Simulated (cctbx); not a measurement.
# Mn3S4 with cctbx, script by script

Library: cctbx 2025.11. The data are simulated by the first script.

## 1. Simulate the data

run.py:

```python
from cctbx import adptbx, crystal, miller, sgtbx, xray
from cctbx.array_family import flex
from iotbx.shelx import hklf
from scitbx import matrix
import scitbx.random

cs = crystal.symmetry(unit_cell=(7.049, 7.049, 11.483, 90, 90, 90), space_group_symbol='Hall: I 4bw 2bw -1bw')  # I4_1/amd
atoms = [  # label, site, U (iso, or U11 U22 U33 U12 U13 U23 in A^2), occupancy
    ("Mn1", (0.75, 0, 0.375), (0.0147, 0.0165, 0.0142, 0.0000, -0.0015, 0.0000), 1),
    ("Mn2", (0, 0.5, 0.25), (0.0140, 0.0140, 0.0140, 0.0000, 0.0000, -0.0000), 1),
    ("S1", (0.7299, 0.5, 0.1189), (0.0169, 0.0159, 0.0167, 0.0000, 0.0000, 0.0000), 1),
]
xs = xray.structure(crystal_symmetry=cs)
for label, site, u, occ in atoms:
    u = adptbx.u_cif_as_u_star(cs.unit_cell(), u) if isinstance(u, tuple) else u
    xs.add_scatterer(xray.scatterer(label, site=site, u=u, occupancy=occ))
xs.set_inelastic_form_factors(0.71073, "sasaki")
xs.show_summary()
p1 = xs.expand_to_p1()
ms = miller.build_set(p1, anomalous_flag=True, d_min=0.6)
flex.set_random_seed(22301)
scitbx.random.set_random_seed(22301)
ms = ms.select(flex.random_double(ms.size()) < 0.5)
i = ms.structure_factors_from_scatterers(p1, algorithm="direct").f_calc().as_intensity_array().data()
i = i * 40000 / flex.max(i)
sig = flex.sqrt(i + flex.pow2(0.03 * i) + 4 ** 2)
noise = scitbx.random.variate(scitbx.random.normal_distribution())(i.size())
data = ms.array(data=i + sig * noise, sigmas=sig).set_observation_type_xray_intensity()
with open("data.hkl", "w") as f:
    data.export_as_shelx_hklf(f)
print("reflections written:", data.size(), " <I/sigma> = %.1f" % flex.mean(data.data() / data.sigmas()))
for h, a, b in list(data.sort("data"))[:12]:
    print("%4d%4d%4d %9.1f %7.1f" % (h + (a, b)))
```

```console
$ python run.py
```

```text
Number of scatterers: 3
At special positions: 3
Unit cell: (7.049, 7.049, 11.483, 90, 90, 90)
Space group: I 41/a m d :1 (No. 141)
reflections written: 5621  <I/sigma> = 5.8
   2   2   4   41882.1  1216.6
   2  -2  -4   40443.9  1216.6
  -2  -2   4   40211.3  1216.6
   2   2  -4   39737.5  1216.6
  -2   2  -4   39520.9  1216.6
   4   0   0   36393.2  1091.7
   0   4   0   35633.8  1091.7
   0   0   8   26395.7   810.1
   0   0  -8   26293.5   810.1
   0   0  -4   24640.4   779.3
   2  -2   0   20603.5   656.4
   2   2   0   20521.1   656.4
```

It took 0.45 s on 1 thread of Arm Neoverse N1, on a shared host, peak memory 0.07 GiB.

## 2. Symmetry

run.py:

```python
from cctbx import crystal, sgtbx, statistics
from cctbx.array_family import flex
from iotbx.shelx import hklf

p1 = crystal.symmetry(unit_cell=(7.049, 7.049, 11.483, 90, 90, 90), space_group_symbol="P 1")
raw = hklf.reader(file_name="data.hkl").as_miller_arrays(crystal_symmetry=p1, anomalous=True)[0]
print(raw.size(), "reflections to d = %.3f A" % raw.d_min())
isig = raw.data() / raw.sigmas()
print("centring   violations  <I/sigma> of those")
best = "P"
for c in "ABCIRF":
    a = raw.customized_copy(space_group_info=sgtbx.space_group_info("Hall: %s 1" % c)).sys_absent_flags().data()
    m = flex.mean(isig.select(a))
    print("%5s %10d of %5d %8.1f" % (c, (isig.select(a) > 4).count(True), a.count(True), m))
    if (isig.select(a) > 4).count(True) < 0.01 * a.count(True):
        best = c
raw = raw.select(~raw.customized_copy(space_group_info=sgtbx.space_group_info("Hall: %s 1" % best)).sys_absent_flags().data())
isig = raw.data() / raw.sigmas()
rows = []
for s in sgtbx.space_group_symbol_iterator():
    g = sgtbx.space_group(s)
    if g.conventional_centring_type_symbol() != best or not g.is_compatible_unit_cell(p1.unit_cell(), 1e-3, 0.02):
        continue
    rows.append((s, g))
print("Laue class    unique    Rint  (classes that these axes allow; Friedel mates merged)")
rint = {}
for s, g in rows:
    laue = g.build_derived_patterson_group()
    key = laue.type().hall_symbol()
    if key not in rint:
        m = raw.customized_copy(space_group_info=laue.info(), anomalous_flag=False).merge_equivalents()
        rint[key] = m.r_int()
        print("%-14s %6d %7.3f" % (laue.type().lookup_symbol(), m.array().size(), m.r_int()))
floor = min(rint.values())
good = [(s, g) for s, g in rows if rint[g.build_derived_patterson_group().type().hall_symbol()] < 2 * floor + 0.03]
top = max(g.build_derived_patterson_group().order_z() for s, g in good)
print("space group    extra absences  I>4sigma  <I/sigma>")
for s, g in good:
    laue = g.build_derived_patterson_group()
    if laue.order_z() != top:
        continue
    a = raw.customized_copy(space_group_info=g.info()).sys_absent_flags().data()
    a &= ~raw.customized_copy(space_group_info=laue.info()).sys_absent_flags().data()
    bad = (isig.select(a) > 4).count(True)
    if bad <= 0.03 * a.count(True):
        print("%-16s %8d %10d %9s  %s" % (s.universal_hermann_mauguin(), a.count(True), bad, "%.1f" % flex.mean(isig.select(a)) if a.count(True) else "-", "centric" if g.is_centric() else "acentric"))
laue = max(good, key=lambda t: t[1].build_derived_patterson_group().order_z())[1].build_derived_patterson_group()
f = raw.customized_copy(space_group_info=laue.info(), anomalous_flag=False).merge_equivalents().array().eliminate_sys_absent().f_sq_as_f()
f.set_observation_type_xray_amplitude()
bins = max(3, min(8, f.size() // 12))
f.setup_binner(n_bins=bins)
w = statistics.wilson_plot(f, {e: n / laue.order_z() for e, n in {'Mn': 12.0, 'S': 16.0}.items()}, e_statistics=True)
print("Wilson B = %.2f A^2   <|E^2-1|> = %.3f (0.968 centric, 0.736 acentric)   E^2>4: %.1f %%" % (w.wilson_b, w.mean_e_sq_minus_1, w.percent_e_sq_gt_2))
print("shell (A)         n   <I/sigma>")
m = raw.customized_copy(space_group_info=laue.info(), anomalous_flag=False).merge_equivalents().array().eliminate_sys_absent()
for b in m.setup_binner(n_bins=bins).range_used():
    sel = m.binner().selection(b)
    print("%5.2f - %4.2f %6d %8.1f" % (min(m.binner().bin_d_range(b)[0] if m.binner().bin_d_range(b)[0] > 0 else 99, 99), m.binner().bin_d_range(b)[1], sel.count(True), flex.mean((m.data() / m.sigmas()).select(sel))))
```

```console
$ python run.py
```

```text
5621 reflections to d = 0.600 A
centring   violations  <I/sigma> of those
    A       1025 of  2800      5.3
    B       1003 of  2768      5.3
    C       1164 of  2750      6.8
    I          0 of  2760      0.0
    R       1385 of  3746      5.9
    F       1596 of  4159      5.8
Laue class    unique    Rint  (classes that these axes allow; Friedel mates merged)
I 1 2/m 1        1363   0.025
I 1 1 2/m        1367   0.026
I 2/m 1 1        1378   0.024
I m m m           809   0.027
I 4/m             728   0.028
I 4/m m m         443   0.029
space group    extra absences  I>4sigma  <I/sigma>
I 4 2 2                 0          0         -  acentric
I 41 2 2                6          0       0.9  acentric
I 4 m m                 0          0         -  acentric
I 41 m d              121          0       0.1  acentric
I -4 m 2                0          0         -  acentric
I -4 2 m                0          0         -  acentric
I -4 2 d              121          0       0.1  acentric
I 4/m m m               0          0         -  centric
I 41/a m d :1         169          0       0.1  centric
I 41/a m d :2         169          0       0.1  centric
Wilson B = 1.34 A^2   <|E^2-1|> = 0.968 (0.968 centric, 0.736 acentric)   E^2>4: 3.3 %
shell (A)         n   <I/sigma>
 6.01 - 1.20     69     36.6
 1.20 - 0.95     54     30.3
 0.95 - 0.83     55     33.8
 0.83 - 0.76     52     26.2
 0.76 - 0.70     53     24.3
 0.70 - 0.66     55     19.0
 0.66 - 0.63     47     19.0
 0.63 - 0.60     58     19.3
```

Time: 0.45 s.

## 3. Patterson map

run.py:

```python
from cctbx import crystal, maptbx
from iotbx.shelx import hklf

cs = crystal.symmetry(unit_cell=(7.049, 7.049, 11.483, 90, 90, 90), space_group_symbol='Hall: I 4bw 2bw -1bw')  # I4_1/amd
raw = hklf.reader(file_name="data.hkl").as_miller_arrays(crystal_symmetry=cs, anomalous=True)[0]
merged = raw.eliminate_sys_absent().merge_equivalents()
fo2 = merged.array().set_observation_type_xray_intensity()
f = fo2.average_bijvoet_mates().f_sq_as_f()
pm = f.patterson_map(symmetry_flags=maptbx.use_space_group_symmetry, sharpening=False, resolution_factor=0.25)
peaks = pm.peak_search(parameters=maptbx.peak_search_parameters(min_distance_sym_equiv=0.4, max_clusters=14)).all()
top = peaks.heights()[0]
print("Patterson group", f.patterson_symmetry().space_group_info())
print("      u       v       w   height  length (A)")
for x, h in zip(peaks.sites(), peaks.heights()):
    y = [t - round(t) for t in x]
    print("%7.3f %7.3f %7.3f %8.1f %8.2f" % (x + (1000 * h / top, cs.unit_cell().length(y))))
```

```console
$ python run.py
```

```text
Patterson group I 4/m m m
      u       v       w   height  length (A)
  0.000   0.000   0.000   1000.0     0.00
  0.000   0.500   0.250    559.9     4.55
  0.240   0.240   0.000    467.1     2.39
  0.000   0.000   0.244    453.2     2.80
  0.000   0.500   0.000    444.6     3.52
  0.250   0.250   0.250    440.6     3.80
  0.000   0.243   0.377    331.8     4.66
  0.000   0.000   0.500    145.8     5.74
  0.000   0.271   0.132    114.5     2.44
  0.114   0.114   0.464    -10.2     5.45
  0.050   0.193   0.039    -11.2     1.48
  0.051   0.300   0.207    -11.7     3.20
  0.122   0.122   0.289    -12.4     3.53
  0.062   0.312   0.287    -12.9     3.99
```

Time: 0.41 s.

## 4. Charge flipping

run.py:

```python
import itertools
from cctbx import crystal, maptbx
from cctbx.array_family import flex
from iotbx.shelx import hklf
from smtbx.ab_initio import charge_flipping as cf

cs = crystal.symmetry(unit_cell=(7.049, 7.049, 11.483, 90, 90, 90), space_group_symbol='Hall: I 4bw 2bw -1bw')  # I4_1/amd
raw = hklf.reader(file_name="data.hkl").as_miller_arrays(crystal_symmetry=cs, anomalous=True)[0]
merged = raw.eliminate_sys_absent().merge_equivalents()
fo2 = merged.array().set_observation_type_xray_intensity()
f = fo2.average_bijvoet_mates().f_sq_as_f().resolution_filter(d_min=0.8)
p1 = f.expand_to_p1()
p1.setup_binner_counting_sorted(reflections_per_bin=max(40, p1.size() // 12))
work = p1.array(data=p1.data() / p1.amplitude_quasi_normalisations().data())
flex.set_random_seed(13167)
it = cf.weak_reflection_improved_iterator(delta=None, weak_reflection_fraction=0.2)
it.start(work, phases=flex.random_double(p1.size()) * 6.2832, f_000=0)
it.delta = 0.9 * it.rho_map.sigma()
print("cycle      R  skewness")
for n, st in enumerate(itertools.islice(it, 150)):
    if n % 12 == 0:
        print("%5d %6.3f %8.2f" % (n, st.r1_factor(), st.rho_map.skewness()))
rho = p1.phase_transfer(it.f_calc).fft_map().apply_volume_scaling()
polish = cf.low_density_elimination_iterator(constant_rho_c=rho.sigma())
polish.start(f_obs=p1, phases=it.f_calc, f_000=0)
for _ in range(8):
    next(polish)
print("origin shift          correlation  skewness")
maps = []
for fc, shift, cc in itertools.islice(cf.f_calc_symmetrisations(f, polish.f_calc, 0), 4):
    m = f.phase_transfer(fc).fft_map(symmetry_flags=maptbx.use_space_group_symmetry, resolution_factor=0.25).apply_sigma_scaling()
    maps.append((m.skewness(), cc, m))
    print("%6.3f %6.3f %6.3f %10.3f %9.2f" % (tuple(shift) + (cc, m.skewness())))
skew, cc, m = max((t for t in maps if t[1] > maps[0][1] - 0.04), key=lambda t: t[0])
print("taken: symmetry correlation %.3f, skewness %.2f" % (cc, skew))
peaks = m.peak_search(parameters=maptbx.peak_search_parameters(min_distance_sym_equiv=0.9, max_clusters=8)).all()
sps = cs.special_position_settings(min_distance_sym_equiv=0.5)
print("peak      x       y       z  mult  height/sigma")
for k, (x, h) in enumerate(zip(peaks.sites(), peaks.heights())):
    ss = sps.site_symmetry(x)
    print("Q%-3d %7.4f %7.4f %7.4f %4d %8.1f" % ((k + 1,) + tuple(t % 1 for t in ss.exact_site()) + (ss.multiplicity(), h)))
```

```console
$ python run.py
```

```text
cycle      R  skewness
    0  0.634     0.26
   12  0.438     1.37
   24  0.453     1.46
   36  0.425     1.61
   48  0.435     1.84
   60  0.444     2.11
   72  0.443     2.17
   84  0.434     2.32
   96  0.441     2.41
  108  0.460     2.54
  120  0.458     2.66
  132  0.444     2.65
  144  0.473     2.74
origin shift          correlation  skewness
 0.377 -0.004  0.411      0.884      0.55
 0.378 -0.004  0.035      0.876      0.26
 0.378  0.495  0.035      0.873      0.79
 0.454  0.485  0.398      0.898      4.51
taken: symmetry correlation 0.898, skewness 4.51
peak      x       y       z  mult  height/sigma
Q1    0.0000  0.0000  0.5000    4     17.3
Q2    0.0000  0.2500  0.1250    8      9.1
Q3    0.2604  0.2604  0.0000   16      4.5
Q4    0.0000  0.2202  0.8879   16      4.1
Q5    0.0000  0.0000  0.2648    8      3.2
Q6    0.0000  0.0000  0.0000    4      1.9
Q7    0.0000  0.0000  0.6071    8      1.3
Q8    0.0000  0.1872  0.2801   16      1.3
```

Time: 0.64 s.

## 5. Refinement (model from the peaks)

run.py:

```python
import math
from cctbx import adptbx, crystal, maptbx, sgtbx, xray
from cctbx.array_family import flex
from cctbx.xray import observations
from iotbx.shelx import hklf
from scitbx.lstbx import normal_eqns_solving
from smtbx import absolute_structure, utils
from smtbx.refinement import constraints, least_squares

cs = crystal.symmetry(unit_cell=(7.049, 7.049, 11.483, 90, 90, 90), space_group_symbol='Hall: I 4bw 2bw -1bw')  # I4_1/amd
atoms = [  # label, site, U (iso, or U11 U22 U33 U12 U13 U23 in A^2), occupancy
    ("Mn1", (0, 0, 0.5), 0.0200, 1),
    ("Mn2", (0, 0.25, 0.125), 0.0200, 1),
    ("S1", (0.2604, 0.2604, 0), 0.0200, 1),
]
xs = xray.structure(crystal_symmetry=cs)
for label, site, u, occ in atoms:
    u = adptbx.u_cif_as_u_star(cs.unit_cell(), u) if isinstance(u, tuple) else u
    xs.add_scatterer(xray.scatterer(label, site=site, u=u, occupancy=occ))
xs.set_inelastic_form_factors(0.71073, "sasaki")
raw = hklf.reader(file_name="data.hkl").as_miller_arrays(crystal_symmetry=cs, anomalous=True)[0]
merged = raw.eliminate_sys_absent().merge_equivalents()
fo2 = merged.array().set_observation_type_xray_intensity()
print("Rint %.3f, %d unique reflections to %.2f A" % (merged.r_int(), fo2.size(), fo2.d_min()))
for sc in xs.scatterers():
    sc.flags.set_grad_site(True)
    sc.flags.set_grad_u_aniso(sc.flags.use_u_aniso())
    sc.flags.set_grad_u_iso(sc.flags.use_u_iso())
obs = fo2.as_xray_observations()
extra = {}
rep = constraints.reparametrisation(xs, [], utils.connectivity_table(xs), **extra)
ls = least_squares.crystallographic_ls(obs, rep, weighting_scheme=least_squares.mainstream_shelx_weighting(a=0, b=0))
print("cycle     R1     wR2    GooF  max shift (A)")
for cycle in range(6):
    ls.build_up()
    r1, wr2, goof = ls.r1_factor(cutoff_factor=2)[0], ls.wR2(), ls.goof()
    old = xs.sites_cart()
    normal_eqns_solving.levenberg_marquardt_iterations(ls, n_max_iterations=3, tau=0.0001, step_threshold=1e-7)
    big = flex.max((xs.sites_cart() - old).norms())
    print("%4d %7.4f %7.4f %7.3f %9.5f" % (cycle + 1, r1, wr2, goof, big))
    ls.build_up(objective_only=True)
    if abs(ls.wR2() - wr2) < 5e-5 and big < 5e-4:
        break
ls.build_up()
print("final R1 %.4f wR2 %.4f GooF %.3f  parameters %d  data/parameter %.1f" % (ls.r1_factor(cutoff_factor=2)[0], ls.wR2(), ls.goof(), ls.n_parameters, fo2.size() / ls.n_parameters))
cov = ls.covariance_matrix_and_annotations()
su = dict(zip(cov.annotations, (math.sqrt(max(v, 0)) for v in cov.matrix.matrix_packed_u_diagonal())))
a2 = cs.unit_cell().reciprocal_parameters()[0] ** -2
print("atom        x        y        z      Ueq    occ   su(xyz)  su(Uiso or U11)")
for sc in xs.scatterers():
    s = max(su.get(sc.label + k, 0) for k in (".x", ".y", ".z"))
    npd = "" if sc.is_positive_definite_u(cs.unit_cell()) else "  NPD"
    print("%-5s %8.5f %8.5f %8.5f %8.4f %6.3f %8.5f %7.4f%s" % ((sc.label,) + sc.site + (sc.u_iso_or_equiv(cs.unit_cell()), sc.occupancy, s, su.get(sc.label + ".uiso", su.get(sc.label + ".u11", 0) * a2), npd)))
fo = fo2.f_sq_as_f()
fc = fo.structure_factors_from_scatterers(xs, algorithm="direct").f_calc()
diff = fo.f_obs_minus_f_calc(1 / math.sqrt(ls.scale_factor()), fc).average_bijvoet_mates()
m = diff.fft_map(symmetry_flags=maptbx.use_space_group_symmetry, resolution_factor=0.25).apply_volume_scaling()
print("difference map: max %.2f min %.2f rms %.2f" % (m.statistics().max(), m.statistics().min(), m.statistics().sigma()))
peaks = m.peak_search(parameters=maptbx.peak_search_parameters(min_distance_sym_equiv=0.6, max_clusters=5)).all()
near = xs.closest_distances(peaks.sites(), distance_cutoff=4)
sps = cs.special_position_settings(min_distance_sym_equiv=0.5)
for k, (x, h) in enumerate(zip(peaks.sites(), peaks.heights())):
    ss = sps.site_symmetry(x)
    print("Q%-3d %7.4f %7.4f %7.4f %4d %7.2f  %.2f A from %s" % ((k + 1,) + tuple(t % 1 for t in ss.exact_site()) + (ss.multiplicity(), h, near.smallest_distances[k], xs.scatterers()[near.i_seqs[k]].label)))
```

```console
$ python run.py
```

```text
Rint 0.029, 397 unique reflections to 0.60 A
cycle     R1     wR2    GooF  max shift (A)
   1  0.8487  0.9834  36.281   0.02822
   2  0.7118  0.9408  34.709   0.00012
   3  0.8342  0.9803  36.167   0.00040
   4  0.7141  0.9417  34.744   0.00018
   5  0.8360  0.9807  36.180   0.00039
   6  0.7165  0.9427  34.779   0.00014
final R1 0.8378 wR2 0.9810 GooF 36.193  parameters 4  data/parameter 99.2
atom        x        y        z      Ueq    occ   su(xyz)  su(Uiso or U11)
Mn1    0.00000  0.00000  0.50000   0.0198  1.000  0.00000  0.0313
Mn2    0.00000  0.25000  0.12500   0.0180  1.000  0.00000  0.0150
S1     0.26335  0.26335  0.00000   0.0150  1.000  0.01553  0.0162
difference map: max 705.86 min -186.00 rms 25.01
Q1    0.0000  0.0000  0.5000    4  705.86  0.00 A from Mn1
Q2    0.2399  0.2399  0.5000   16  370.14  0.03 A from S1
Q3    0.0000  0.2500  0.1250    8  253.85  0.00 A from Mn2
Q4    0.0000  0.0000  0.2652    8  105.34  2.39 A from Mn2
Q5    0.0000  0.2521  0.3645   16   62.88  2.28 A from S1
```

Time: 0.75 s.

Figures of merit this high mean that the model is still wrong or incomplete.

## 6. Charge flipping

run.py, as its changes from the last script of this kind:

```diff
@@ -13,3 +13,2 @@
-p1.setup_binner_counting_sorted(reflections_per_bin=max(40, p1.size() // 12))
-work = p1.array(data=p1.data() / p1.amplitude_quasi_normalisations().data())
-flex.set_random_seed(13167)
+work = p1
+flex.set_random_seed(13168)
@@ -20,2 +19,2 @@
-for n, st in enumerate(itertools.islice(it, 150)):
-    if n % 12 == 0:
+for n, st in enumerate(itertools.islice(it, 300)):
+    if n % 25 == 0:
```

```console
$ python run.py
```

```text
cycle      R  skewness
    0  0.625     0.35
   25  0.283     4.97
   50  0.268     4.85
   75  0.254     4.75
  100  0.256     4.64
  125  0.263     4.73
  150  0.259     4.77
  175  0.257     4.72
  200  0.238     4.74
  225  0.245     4.70
  250  0.243     4.68
  275  0.245     4.67
origin shift          correlation  skewness
-0.005  0.475  0.973      0.920      1.64
 0.241  0.221  0.344      0.938      5.92
 0.438  0.435  0.206      0.881      0.89
 0.246  0.976  0.221      0.946      3.66
taken: symmetry correlation 0.938, skewness 5.92
peak      x       y       z  mult  height/sigma
Q1    0.0000  0.0000  0.5000    4     19.4
Q2    0.0000  0.0000  0.2680    8      5.8
Q3    0.2570  0.2570  0.0000   16      5.8
Q4    0.0000  0.2500  0.1250    8      4.8
Q5    0.0000  0.2562  0.3466   16      1.5
Q6    0.0000  0.0819  0.1181   16      1.4
Q7    0.0000  0.0000  0.0000    4      1.2
Q8    0.1760  0.1711  0.1348   32      1.1
```

It took 0.74 s on 1 thread of Arm Neoverse N1, with other jobs on the host, peak memory 0.08 GiB.

[Logs are printed without paths, hosts, clocks, repeated set-up lines and the standing remarks that a program may print on its own settings, such as how far it seeks lower states.]
